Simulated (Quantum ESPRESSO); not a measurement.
**Ba2Fe2Se2OF2: which magnetic order is lowest**

A self-consistent run ends on one state, which hangs on the start. Several orders of Ba2Fe2Se2OF2 are started in Quantum ESPRESSO and their energies compared.

Program: Quantum ESPRESSO 7.5. Level of theory: PBEsol; plane waves with GBRV 1.5 PBEsol potentials, no spin-orbit coupling. Results are calculated unless marked as measured.

### 1. The starting structure

Symmetry: I4/mmm, No. 139, tetragonal system. The conventional cell has a = 4.195 Å, b = 4.195 Å, c = 19.522 Å, α = 90.00°, β = 90.00°, γ = 90.00°. Nearest to Ba lie 4 F at 2.62 Å and 1 O at 3.31 Å and 4 Se at 3.35 Å. Nearest to Fe lie 2 O at 2.10 Å and 4 Se at 2.73 Å. Se has 4 Fe at 2.73 Å and 4 Ba at 3.35 Å nearest. Nearest to O lie 4 Fe at 2.10 Å and 2 Ba at 3.31 Å. Nearest to F lie 4 Ba at 2.62 Å. Farther neighbours and most contacts between anions are not listed.

As a file:

```cif
data_structure
_symmetry_space_group_name_H-M 'P 1'
_symmetry_Int_Tables_number 1
_cell_length_a 10.2017
_cell_length_b 10.2017
_cell_length_c 10.2017
_cell_angle_alpha 156.273
_cell_angle_beta 156.273
_cell_angle_gamma 33.804
_cell_volume 171.74
loop_
_atom_site_label
_atom_site_type_symbol
_atom_site_fract_x
_atom_site_fract_y
_atom_site_fract_z
_atom_site_occupancy
Ba1 Ba 0.66943 0.66943 0.00000 1
Ba2 Ba 0.33058 0.33058 0.00000 1
Fe3 Fe 0.00000 0.50000 0.50000 1
Fe4 Fe 0.50000 0.00000 0.50000 1
Se5 Se 0.08982 0.08982 0.00000 1
Se6 Se 0.91018 0.91018 0.00000 1
O7 O 0.50000 0.50000 0.00000 1
F8 F 0.25000 0.75000 0.50000 1
F9 F 0.75000 0.25000 0.50000 1
```

The cell comes from the Crystallography Open Database.

### 2. Run 1 (ferro ++)

The signs are those of the starting moments on the seeded atoms, the atoms that are given a moment.

Input file pw.in:

```
&CONTROL
  calculation = 'scf'
  prefix = 'pwscf'
  outdir = './tmp'
  pseudo_dir = './pseudo'
  disk_io = 'nowf'
/
&SYSTEM
  ibrav = 0
  celldm(1) = 8
  nat = 9
  ntyp = 5
  ecutwfc = 40
  ecutrho = 280
  nbnd = 59
  occupations = 'smearing'
  smearing = 'fd'
  degauss = 0.00367493
  nspin = 2
  starting_magnetization(1) = 0
  starting_magnetization(2) = 0.25
  starting_magnetization(3) = 0
  starting_magnetization(4) = 0
  starting_magnetization(5) = 0
/
&ELECTRONS
  conv_thr = 1.8d-08
  electron_maxstep = 150
  mixing_beta = 0.3
/
ATOMIC_SPECIES
Ba    137.3270 ba_pbesol_v1.uspp.F.UPF
Fe     55.8450 fe_pbesol_v1.5.uspp.F.UPF
Se     78.9710 se_pbesol_v1.uspp.F.UPF
O      15.9990 o_pbesol_v1.2.uspp.F.UPF
F      18.9984 f_pbesol_v1.4.uspp.F.UPF
CELL_PARAMETERS alat
  -0.4954153251472    0.4954153251472    2.3057020878090
   0.4954153251472   -0.4954153251472    2.3057020878090
   0.4954153251472    0.4954153251472   -2.3057020878090
ATOMIC_POSITIONS crystal
Ba      0.6694250000    0.6694250000    0.0000000000
Ba      0.3305750000    0.3305750000    0.0000000000
Fe      0.0000000000    0.5000000000    0.5000000000
Fe      0.5000000000    0.0000000000    0.5000000000
Se      0.0898200000    0.0898200000    0.0000000000
Se      0.9101800000    0.9101800000    0.0000000000
O       0.5000000000    0.5000000000    0.0000000000
F       0.2500000000    0.7500000000    0.5000000000
F       0.7500000000    0.2500000000    0.5000000000
K_POINTS automatic
6 6 6 0 0 0
```

Started as:

```console
$ OMP_NUM_THREADS=1 mpirun -n 4 pw.x -nk 4 -in pw.in > pw.out
```

Output:

```text
Program PWSCF v.7.5 starts

     Message from routine setup:
     using ibrav=0 with symmetry is DISCOURAGED, use correct ibrav instead

     K-points division:     npool     =       4
     Subspace diagonalization in iterative solution of the eigenvalue problem:

     G-vector sticks info
     --------------------
     sticks:   dense  smooth     PW     G-vecs:    dense   smooth      PW
     Sum        4611    2629    911                91755    39539    8099

     Using Slab Decomposition

     bravais-lattice index     =            0
     lattice parameter (alat)  =       8.0000  a.u.
     unit-cell volume          =    1158.9695 (a.u.)^3
     number of atoms/cell      =            9
     number of atomic types    =            5
     number of electrons       =        84.00
     number of Kohn-Sham states=           59
     kinetic-energy cutoff     =      40.0000  Ry
     charge density cutoff     =     280.0000  Ry
     scf convergence threshold =      1.8E-08
     mixing beta               =       0.3000
     number of iterations used =            8  plain     mixing
     Exchange-correlation= SLA  PW   PSX  PSC
                           (   1   4  10   8   0   0   0)

     celldm(1)=   8.000000  celldm(2)=   0.000000  celldm(3)=   0.000000
     celldm(4)=   0.000000  celldm(5)=   0.000000  celldm(6)=   0.000000

     crystal axes: (cart. coord. in units of alat)
               a(1) = (  -0.495415   0.495415   2.305702 )
               a(2) = (   0.495415  -0.495415   2.305702 )
               a(3) = (   0.495415   0.495415  -2.305702 )

     reciprocal axes: (cart. coord. in units 2 pi/alat)
               b(1) = (  0.000000  1.009254  0.216854 )
               b(2) = (  1.009254  0.000000  0.216854 )
               b(3) = (  1.009254  1.009254  0.000000 )

     PseudoPot. # 1 for Ba read from file:
     ba_pbesol_v1.uspp.F.UPF
     Pseudo is Ultrasoft + core correction, Zval = 10.0
     Generated by new atomic code, or converted to UPF format
     Using radial grid of  907 points,  7 beta functions with:
                l(1) =   0
                l(2) =   0
                l(3) =   1
                l(4) =   1
                l(5) =   2
                l(6) =   2
                l(7) =   3
     Q(r) pseudized with  6 coefficients,  rinner =    1.700   1.700   1.700
                                                       1.700   1.700   1.700
                                                       1.700

     PseudoPot. # 2 for Fe read from file:
     fe_pbesol_v1.5.uspp.F.UPF
     Pseudo is Ultrasoft + core correction, Zval = 16.0
     Generated by new atomic code, or converted to UPF format
     Using radial grid of  861 points,  6 beta functions with:
                l(1) =   0
                l(2) =   0
                l(3) =   1
                l(4) =   1
                l(5) =   2
                l(6) =   2
     Q(r) pseudized with  8 coefficients,  rinner =    1.000   1.000   1.000
                                                       1.000   1.000

     PseudoPot. # 3 for Se read from file:
     se_pbesol_v1.uspp.F.UPF
     Pseudo is Ultrasoft + core correction, Zval =  6.0
     Generated by new atomic code, or converted to UPF format
     Using radial grid of  877 points,  6 beta functions with:
                l(1) =   0
                l(2) =   0
                l(3) =   1
                l(4) =   1
                l(5) =   2
                l(6) =   2
     Q(r) pseudized with  8 coefficients,  rinner =    1.300   1.300   1.300
                                                       1.300   1.300

     PseudoPot. # 4 for O  read from file:
     o_pbesol_v1.2.uspp.F.UPF
     Pseudo is Ultrasoft + core correction, Zval =  6.0
     Generated by new atomic code, or converted to UPF format
     Using radial grid of  737 points,  5 beta functions with:
                l(1) =   0
                l(2) =   0
                l(3) =   1
                l(4) =   1
                l(5) =   2
     Q(r) pseudized with  8 coefficients,  rinner =    0.900   0.900   0.900
                                                       0.900   0.900

     PseudoPot. # 5 for F  read from file:
     f_pbesol_v1.4.uspp.F.UPF
     Pseudo is Ultrasoft, Zval =  7.0
     Generated by new atomic code, or converted to UPF format
     Using radial grid of  799 points,  4 beta functions with:
                l(1) =   0
                l(2) =   0
                l(3) =   1
                l(4) =   1
     Q(r) pseudized with  8 coefficients,  rinner =    0.950   0.950   0.950

     atomic species   valence    mass     pseudopotential
     Ba               10.00   137.32700     Ba( 1.00)
     Fe               16.00    55.84500     Fe( 1.00)
     Se                6.00    78.97100     Se( 1.00)
     O                 6.00    15.99900     O ( 1.00)
     F                 7.00    18.99840     F ( 1.00)

     Starting magnetic structure
     atomic species   magnetization
     Ba              0.000
     Fe              0.250
     Se              0.000
     O               0.000
     F               0.000

     16 Sym. Ops., with inversion, found

   Cartesian axes

     site n.     atom                  positions (alat units)
         1        Ba     tau(   1) = (   0.0000000   0.0000000   3.0869892  )
         2        Ba     tau(   2) = (  -0.0000000  -0.0000000   1.5244149  )
         3        Fe     tau(   3) = (   0.4954153   0.0000000   0.0000000  )
         4        Fe     tau(   4) = (   0.0000000   0.4954153   0.0000000  )
         5        Se     tau(   5) = (   0.0000000   0.0000000   0.4141963  )
         6        Se     tau(   6) = (   0.0000000   0.0000000   4.1972079  )
         7        O      tau(   7) = (   0.0000000   0.0000000   2.3057021  )
         8        F      tau(   8) = (   0.4954153   0.0000000   1.1528510  )
         9        F      tau(   9) = (   0.0000000   0.4954153   1.1528510  )

     number of k points=    30  Fermi-Dirac smearing, width (Ry)=  0.0037
                       cart. coord. in units 2pi/alat
        k(    1) = (   0.0000000   0.0000000   0.0000000), wk =   0.0046296
        k(    2) = (   0.1682090   0.1682090   0.0000000), wk =   0.0185185
        k(    3) = (   0.3364181   0.3364181   0.0000000), wk =   0.0185185
        k(    4) = (  -0.5046271  -0.5046271   0.0000000), wk =   0.0092593
        k(    5) = (   0.1682090   0.0000000   0.0361423), wk =   0.0370370
        [... 25 further k-points ...]

     Dense  grid:    91755 G-vectors     FFT dimensions: ( 108, 108, 108)

     Smooth grid:    39539 G-vectors     FFT dimensions: (  80,  80,  80)

     Check: negative core charge=   -0.000013
     Generating pointlists ...
     new r_m :   0.2554 (alat units)  2.0436 (a.u.) for type    1
     new r_m :   0.2044 (alat units)  1.6349 (a.u.) for type    2
     new r_m :   0.2664 (alat units)  2.1310 (a.u.) for type    3
     new r_m :   0.2044 (alat units)  1.6349 (a.u.) for type    4
     new r_m :   0.2554 (alat units)  2.0436 (a.u.) for type    5

     Initial potential from superposition of free atoms

     starting charge      81.9722, renormalised to      84.0000

     negative rho (up, down):  9.842E-02 9.842E-02
     Starting wfcs are   72 randomized atomic wfcs

     Self-consistent Calculation

     iteration #  1     ecut=    40.00 Ry     beta= 0.30
     Davidson diagonalization with overlap
     ethr =  1.00E-02,  avg # of iterations =  4.7

     negative rho (up, down):  9.419E-02 9.420E-02

     total energy              =    -817.46021231 Ry
     estimated scf accuracy    <      88.19346345 Ry

     total magnetization       =     0.18 Bohr mag/cell
     absolute magnetization    =     0.96 Bohr mag/cell

     iteration #  2     ecut=    40.00 Ry     beta= 0.30
     Davidson diagonalization with overlap
     ethr =  1.00E-02,  avg # of iterations =  7.3

     negative rho (up, down):  6.915E-02 6.940E-02

     total energy              =    -831.74426121 Ry
     estimated scf accuracy    <     618.81169355 Ry

     total magnetization       =     0.02 Bohr mag/cell
     absolute magnetization    =     0.18 Bohr mag/cell

     iteration #  3     ecut=    40.00 Ry     beta= 0.30
     Davidson diagonalization with overlap
     ethr =  1.00E-02,  avg # of iterations =  7.5

     negative rho (up, down):  7.344E-02 7.357E-02

     total energy              =    -856.76318880 Ry
     estimated scf accuracy    <      33.14685519 Ry

     total magnetization       =     3.55 Bohr mag/cell
     absolute magnetization    =     3.91 Bohr mag/cell

     [... further iterations left out ...]

     iteration # 14     ecut=    40.00 Ry     beta= 0.30
     Davidson diagonalization with overlap
     ethr =  2.78E-08,  avg # of iterations =  2.0

     negative rho (up, down):  8.847E-02 8.871E-02

     total energy              =    -857.44253673 Ry
     estimated scf accuracy    <       0.00000294 Ry

     total magnetization       =     8.00 Bohr mag/cell
     absolute magnetization    =     8.06 Bohr mag/cell

     iteration # 15     ecut=    40.00 Ry     beta= 0.30
     Davidson diagonalization with overlap
     ethr =  3.50E-09,  avg # of iterations =  2.8

     negative rho (up, down):  8.849E-02 8.873E-02

     total energy              =    -857.44253825 Ry
     estimated scf accuracy    <       0.00000054 Ry

     total magnetization       =     8.00 Bohr mag/cell
     absolute magnetization    =     8.06 Bohr mag/cell

     iteration # 16     ecut=    40.00 Ry     beta= 0.30
     Davidson diagonalization with overlap
     ethr =  6.47E-10,  avg # of iterations =  3.0

     negative rho (up, down):  8.850E-02 8.874E-02

     total energy              =    -857.44253855 Ry
     estimated scf accuracy    <       0.00000014 Ry

     total magnetization       =     8.00 Bohr mag/cell
     absolute magnetization    =     8.06 Bohr mag/cell

     iteration # 17     ecut=    40.00 Ry     beta= 0.30
     Davidson diagonalization with overlap
     ethr =  1.67E-10,  avg # of iterations =  3.3

     negative rho (up, down):  8.850E-02 8.874E-02

     Magnetic moment per site  (integrated on atomic sphere of radius R)
     atom   1 (R=0.255)  charge=  6.2534  magn=  0.0115
     atom   2 (R=0.255)  charge=  6.2534  magn=  0.0115
     atom   3 (R=0.204)  charge= 13.3970  magn=  3.2635
     atom   4 (R=0.204)  charge= 13.3970  magn=  3.2635
     atom   5 (R=0.266)  charge=  4.3764  magn=  0.1837
     atom   6 (R=0.266)  charge=  4.3764  magn=  0.1837
     atom   7 (R=0.204)  charge=  5.6239  magn=  0.3022
     atom   8 (R=0.255)  charge=  7.3582  magn=  0.0039
     atom   9 (R=0.255)  charge=  7.3582  magn=  0.0039

     End of self-consistent calculation

     [... lines left out ...]
     the Fermi energy is     9.4955 ev

!    total energy              =    -857.44253867 Ry
     estimated scf accuracy    <       0.00000001 Ry
     smearing contrib. (-TS)   =      -0.00188738 Ry
     internal energy E=F+TS    =    -857.44065129 Ry

     The total energy is F=E-TS. E is the sum of the following terms:
     one-electron contribution =    -581.56498838 Ry
     hartree contribution      =     330.55761860 Ry
     xc contribution           =    -197.86992790 Ry
     ewald contribution        =    -408.56335361 Ry

     total magnetization       =     8.00 Bohr mag/cell
     absolute magnetization    =     8.06 Bohr mag/cell

     convergence has been achieved in  17 iterations

=------------------------------------------------------------------------------=
   JOB DONE.
=------------------------------------------------------------------------------=
```

Run time: 5.6 min. Hardware: 4 MPI ranks of AMD EPYC 9R14 (Zen 4), shared host; peak memory 2.2 GiB.

Spin moment in the atom's sphere by atom:

| atom | spin moment in the atom's sphere (μB) |
| --- | --- |
| Ba1 | 0.01 |
| Ba2 | 0.01 |
| Fe3 | 3.26 |
| Fe4 | 3.26 |
| Se5 | 0.18 |
| Se6 | 0.18 |
| O7 | 0.30 |
| F8 | 0.00 |
| F9 | 0.00 |

This step gave:

```
smearing term TS       : 0.02568 eV
magnetization          : 7.999 μB
absolute magnetization : 8.057 μB
final state            : ferromagnetic
```

[end of part 1 of 2]

[Logs and program files are shortened in this print: banners, set-up blocks, solver, clock and traceback lines can be left out without a mark of their own.]

[Logs are printed without paths, hosts, clocks, repeated set-up lines and the standing remarks that a program may print on its own settings, such as how far it seeks lower states.]

[Hosts, paths, dates, database ids (printed as entryN), source tags and the programs' standing remarks are cut or masked in the printed files.]

[Where a cell is said to come from a database of computed structures, the database is the Materials Project.]
